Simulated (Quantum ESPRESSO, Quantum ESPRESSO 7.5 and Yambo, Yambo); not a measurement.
**Quasiparticle gap of BP (F-43m) in Yambo**

Wanted: ground state, empty states, screening and self-energy for BP (F-43m).

Program: Quantum ESPRESSO 7.5 and Yambo 5.3.0. Level of theory: PBE and many-body steps on it, plane waves. Results are calculated unless marked as measured.

Most raw output is cut from this account.

## Step 1: The structure

Symmetry: F-43m, No. 216, cubic system. The conventional cell has a = 4.538 Å, b = 4.538 Å, c = 4.538 Å, α = 90.00°, β = 90.00°, γ = 90.00°. B has 4 P at 1.97 Å nearest. Nearest to P lie 4 B at 1.97 Å. Farther neighbours are not listed.

The cell and positions come from the Crystallography Open Database and are kept as given unless a step says otherwise.

## Step 2: Ground state

This step: Quantum ESPRESSO 7.5; DFT, PBE, plane waves, norm-conserving pseudopotentials.

The ground-state density comes first.

Input file pw.in:

```
&control
  calculation = 'scf'
  prefix = 'x'
  outdir = 'o'
  pseudo_dir = 'pseudo'
/
&system
  ibrav = 0
  nat = 2
  ntyp = 2
  ecutwfc = 68.0
  nbnd = 9
  force_symmorphic = .true.
/
&electrons
  conv_thr = 1e-10
  electron_maxstep = 80
  mixing_beta = 0.5
/
ATOMIC_SPECIES
  B 10.81 B.upf
  P 30.974 P.upf
CELL_PARAMETERS angstrom
  0.0000000000 2.2690000000 2.2690000000
  2.2690000000 0.0000000000 2.2690000000
  2.2690000000 2.2690000000 0.0000000000
ATOMIC_POSITIONS crystal
  B 0.0000000000 0.0000000000 0.0000000000
  P 0.2500000000 0.2500000000 0.2500000000
K_POINTS automatic
  8 8 8 0 0 0
```

Run with:

```
$ OMP_NUM_THREADS=1 mpirun -n 4 pw.x -nk 4 -in pw.in > pw.out
```

Elapsed: 2.1 s, on 4 MPI ranks of Arm Neoverse V1, shared host; peak memory 0.19 GiB; 7.9 s of CPU time.

Numbers from this step:

| Property | Result |
| --- | --- |
| total energy | -269.3040 eV |
| gap | 1.281 eV |
| k of the valence top | 0, 0, 0 |
| k of the conduction bottom | 0, 0.375, 0.375 |
| least direct gap | 3.407 eV |

The gap is indirect, with the least direct gap 2.13 eV higher.

## Step 3: Bands along the symmetry lines

Levels along a band path, at the cheap level, show where the edges lie and whether the meshes to come will hold them.

Input file pw.in:

```
&control
  calculation = 'bands'
  prefix = 'x'
  outdir = 'o'
  pseudo_dir = 'pseudo'
/
&system
  ibrav = 0
  nat = 2
  ntyp = 2
  ecutwfc = 68.0
  nbnd = 10
  force_symmorphic = .true.
/
&electrons
  conv_thr = 1e-9
  electron_maxstep = 80
  diago_full_acc = .true.
  diago_thr_init = 5e-6
/
ATOMIC_SPECIES
  B 10.81 B.upf
  P 30.974 P.upf
CELL_PARAMETERS angstrom
  0.0000000000 2.2690000000 2.2690000000
  2.2690000000 0.0000000000 2.2690000000
  2.2690000000 2.2690000000 0.0000000000
ATOMIC_POSITIONS crystal
  B 0.0000000000 0.0000000000 0.0000000000
  P 0.2500000000 0.2500000000 0.2500000000
K_POINTS crystal
  50
  0.00000000 0.00000000 0.00000000 1
  -0.06250000 -0.06250000 0.00000000 1
  -0.12500000 -0.12500000 0.00000000 1
  -0.18750000 -0.18750000 0.00000000 1
  -0.25000000 -0.25000000 0.00000000 1
  -0.31250000 -0.31250000 0.00000000 1
  -0.37500000 -0.37500000 0.00000000 1
  -0.43750000 -0.43750000 0.00000000 1
  -0.50000000 -0.50000000 0.00000000 1
  -0.48437500 -0.48437500 0.03125000 1
  -0.46875000 -0.46875000 0.06250000 1
  -0.45312500 -0.45312500 0.09375000 1
  -0.43750000 -0.43750000 0.12500000 1
  -0.42187500 -0.42187500 0.15625000 1
  -0.40625000 -0.40625000 0.18750000 1
  -0.39062500 -0.39062500 0.21875000 1
  -0.37500000 -0.37500000 0.25000000 1
  -0.37500000 0.00000000 0.37500000 1
  -0.32812500 0.00000000 0.32812500 1
  -0.28125000 0.00000000 0.28125000 1
  -0.23437500 0.00000000 0.23437500 1
  -0.18750000 0.00000000 0.18750000 1
  -0.14062500 0.00000000 0.14062500 1
  -0.09375000 0.00000000 0.09375000 1
  -0.04687500 0.00000000 0.04687500 1
  0.00000000 0.00000000 0.00000000 1
  0.00000000 0.00000000 0.06250000 1
  0.00000000 0.00000000 0.12500000 1
  0.00000000 0.00000000 0.18750000 1
  0.00000000 0.00000000 0.25000000 1
  0.00000000 0.00000000 0.31250000 1
  0.00000000 0.00000000 0.37500000 1
  0.00000000 0.00000000 0.43750000 1
  0.00000000 0.00000000 0.50000000 1
  -0.06250000 -0.03125000 0.46875000 1
  -0.12500000 -0.06250000 0.43750000 1
  -0.18750000 -0.09375000 0.40625000 1
  -0.25000000 -0.12500000 0.37500000 1
  -0.31250000 -0.15625000 0.34375000 1
  -0.37500000 -0.18750000 0.31250000 1
  -0.43750000 -0.21875000 0.28125000 1
  -0.50000000 -0.25000000 0.25000000 1
  -0.50000000 -0.28125000 0.21875000 1
  -0.50000000 -0.31250000 0.18750000 1
  -0.50000000 -0.34375000 0.15625000 1
  -0.50000000 -0.37500000 0.12500000 1
  -0.50000000 -0.40625000 0.09375000 1
  -0.50000000 -0.43750000 0.06250000 1
  -0.50000000 -0.46875000 0.03125000 1
  -0.50000000 -0.50000000 0.00000000 1
```

Elapsed: 1.8 s, on 4 MPI ranks; peak memory 0.05 GiB.

Numbers from this step:

* gap: 1.260 eV
* k of the valence top: 0, 0, 0
* k of the conduction bottom: -0.4375, -0.4375, 0
* least direct gap: 3.407 eV

The gap is 1.260 eV, −0.021 eV from the run before at this level.

Electronic bands along the path, in eV, zero at the top of the highest filled band; v1 is the highest filled band, c1 the lowest empty one:

| point | v4 | v3 | v2 | v1 | c1 | c2 | c3 | c4 |
| --- | --- | --- | --- | --- | --- | --- | --- | --- |
| Γ | -15.46 | 0.00 | 0.00 | 0.00 | 3.41 | 3.41 | 3.41 | 7.36 |
| halfway | -13.98 | -3.69 | -2.73 | -2.73 | 1.82 | 4.96 | 7.71 | 7.71 |
| X | -10.61 | -8.58 | -4.11 | -4.11 | 1.35 | 1.67 | 12.07 | 12.07 |
| halfway | -10.55 | -8.46 | -5.05 | -3.96 | 1.65 | 3.01 | 11.32 | 11.62 |
| U | -10.61 | -8.16 | -6.22 | -3.50 | 2.16 | 6.00 | 9.71 | 10.59 |
| jump to K | -10.61 | -8.16 | -6.22 | -3.50 | 2.16 | 6.00 | 9.71 | 10.59 |
| halfway | -13.81 | -4.91 | -3.87 | -1.08 | 4.56 | 5.09 | 6.13 | 8.30 |
| Γ | -15.46 | 0.00 | 0.00 | 0.00 | 3.41 | 3.41 | 3.41 | 7.36 |
| halfway | -14.35 | -4.84 | -1.12 | -1.12 | 4.00 | 4.76 | 4.76 | 9.60 |
| L | -12.14 | -9.03 | -1.76 | -1.76 | 3.78 | 4.72 | 4.72 | 10.13 |
| halfway | -11.48 | -8.44 | -4.52 | -3.11 | 4.19 | 5.20 | 8.29 | 9.77 |
| W | -10.33 | -8.05 | -5.67 | -5.47 | 5.33 | 6.77 | 7.23 | 7.45 |
| halfway | -10.48 | -8.36 | -4.93 | -4.86 | 2.90 | 3.37 | 10.21 | 10.99 |
| X | -10.61 | -8.58 | -4.11 | -4.11 | 1.35 | 1.67 | 12.07 | 12.07 |

## Step 4: Empty states on the mesh, 8×8×8 mesh, 279 bands

The sums over transitions need many empty states on a uniform mesh; this step solves for them.

Input file pw.in:

```
&control
  calculation = 'nscf'
  prefix = 'x'
  outdir = 'o'
  pseudo_dir = 'pseudo'
/
&system
  ibrav = 0
  nat = 2
  ntyp = 2
  ecutwfc = 68.0
  nbnd = 279
  force_symmorphic = .true.
/
&electrons
  conv_thr = 1e-9
  electron_maxstep = 80
  diago_full_acc = .true.
  diago_thr_init = 5e-6
/
ATOMIC_SPECIES
  B 10.81 B.upf
  P 30.974 P.upf
CELL_PARAMETERS angstrom
  0.0000000000 2.2690000000 2.2690000000
  2.2690000000 0.0000000000 2.2690000000
  2.2690000000 2.2690000000 0.0000000000
ATOMIC_POSITIONS crystal
  B 0.0000000000 0.0000000000 0.0000000000
  P 0.2500000000 0.2500000000 0.2500000000
K_POINTS automatic
  8 8 8 0 0 0
```

Wall time 44 s (4 MPI ranks); peak memory 0.37 GiB.

Numbers from this step:

* gap: 1.281 eV
* k of the valence top: 0, 0, 0
* k of the conduction bottom: 0, 0.375, 0.375
* least direct gap: 3.407 eV
* k points computed: 29
* lowest point of the top converged band, above the valence top: 277.0218 eV

On this mesh the gap is 1.281 eV.

## Step 5: Conversion and set-up

This step: Yambo 5.3.0; conversion and set-up on PBE, plane waves, norm-conserving pseudopotentials.

The states are converted to the many-body program's format and the q mesh is built.

Run with:

```
$ (cd o/x.save; p2y > p2y.log; mv SAVE ../..); yambo > setup.log
```

Wall time 2.6 s (1 MPI rank); peak memory 0.24 GiB.

## Step 6: Screening and self-energy, 8×8×8 mesh, 116 bands, screening to 231.3 eV

Now the one-shot GW correction: screening in the RPA, then the self-energy of the levels asked for.

This step: G0W0 on PBE, plane waves, norm-conserving pseudopotentials.

Input file gw2.in:

```
HF_and_locXC
gw0
dyson
ppa
em1d
rim_cut
RandQpts= 1000000
RandGvec= 1 RL
EXXRLvcs= 68 Ry
VXCRLvcs= 272 Ry
Chimod= "HARTREE"
% BndsRnXp
 1 | 116 |
%
NGsBlkXp= 17 Ry
% LongDrXp
 1 | 1 | 1 |
%
% GbndRnge
 1 | 116 |
%
DysSolver= "n"
ExtendOut
PPAPntXp= 27.21138 eV
% QPkrange
 1 | 1 | 3 | 6 |
 18 | 18 | 3 | 6 |
%
```

Run with:

```
$ OMP_NUM_THREADS=1 mpirun -n 4 yambo -F gw2.in -J gw2 -C gw2 > gw2.log
```

Elapsed: 7.6 min, on 4 MPI ranks; peak memory 1.6 GiB.

This step gave:

| Quantity | Value |
| --- | --- |
| G0W0 gap on the points computed | 2.032 eV |
| starting gap on the mesh | 1.281 eV |
| k of the valence top | 0, 0, 0 |
| k of the conduction bottom | 0, 0.375, 0.375 |
| least direct G0W0 gap on the computed points | 4.287 eV |
| Z at the valence top | 0.7957 |
| Z at the conduction bottom | 0.8078 |

The gap on the mesh goes from 1.28 eV to 2.03 eV, a correction of +0.75 eV.

Limits: finite bands, cutoff and mesh. v1 is the top filled band, c1 the lowest empty one. Levels before and after the correction, in eV, zero at the valence-band top of each column:

|  | conduction bottom | valence top |
| --- | --- | --- |
| Kohn-Sham | 1.28 | 0.00 |
| G0W0 | 2.03 | 0.00 |

|  | level | energy (eV) |
| --- | --- | --- |
| Kohn-Sham | Γ v2-v1 | 0.000 |
| Kohn-Sham | Γ c1-c2 | 3.407 |
| Kohn-Sham | (0 0.375 0.375) v2-v1 | -3.760 |
| Kohn-Sham | (0 0.375 0.375) c1 | 1.281 |
| Kohn-Sham | (0 0.375 0.375) c2 | 2.691 |
| G0W0 | Γ v2-v1 | 0.000 |
| G0W0 | Γ c1-c2 | 4.287 |
| G0W0 | (0 0.375 0.375) v2-v1 | -3.930 |
| G0W0 | (0 0.375 0.375) c1 | 2.032 |
| G0W0 | (0 0.375 0.375) c2 | 3.482 |

## Step 7: Where the time went

Times are wall times on the hardware named with each run, good to a factor of about two.

| step | time | share | memory (GiB) |
| --- | --- | --- | --- |
| ground state | 2.1 s | 0 % | 0.19 |
| bands along the symmetry lines | 1.8 s | 0 % | 0.05 |
| empty states on the mesh | 44 s | 9 % | 0.37 |
| conversion and set-up | 2.6 s | 1 % | 0.24 |
| screening and self-energy | 7.6 min | 90 % | 1.6 |

## Step 8: Results

| Property | Result |
| --- | --- |
| PBE gap | 1.26 eV, indirect |
| G0W0 gap on the mesh | 2.03 eV |
| G0W0 gap over the zone (rigid shift) | 2.01 eV |
| GW settings | 8×8×8 mesh, 116 bands, screening to 231.3 eV, Godby-Needs plasmon pole |
| known limits | not at the basis limit |

What this shows: G0W0 moves the gap on the mesh from 1.28 eV to 2.03 eV (+0.75 eV), with Z of 0.80 and 0.81 at the edges. The mesh misses the band edges by 0.02 eV in all; a rigid shift gives 2.01 eV for the zone. Only 2 of the mesh's irreducible points were corrected, so a valley elsewhere could overtake. The dearest step here is «screening and self-energy». Bands and cutoff are finite, so the gap is not at the basis limit. The miss can reach some tenths of an eV and take either sign; the mesh is an error of its own. In the G0W0 run levels were corrected at 2 k points alone, so a gap called «on the mesh» is the least over those, and an edge elsewhere would be missed.

[Paths, hosts, dates, memory and timing lines, banners, echoed tables and standing remarks are left out of the program output.]

[Logs are printed without paths, hosts, clocks, repeated set-up lines and the standing remarks that a program may print on its own settings, such as how far it seeks lower states.]

[Runs of the session that timed out or met a known fault of the program may be left out.]

[Hosts, paths, dates, database ids (printed as entryN), source tags and the programs' standing remarks are cut or masked in the printed files.]
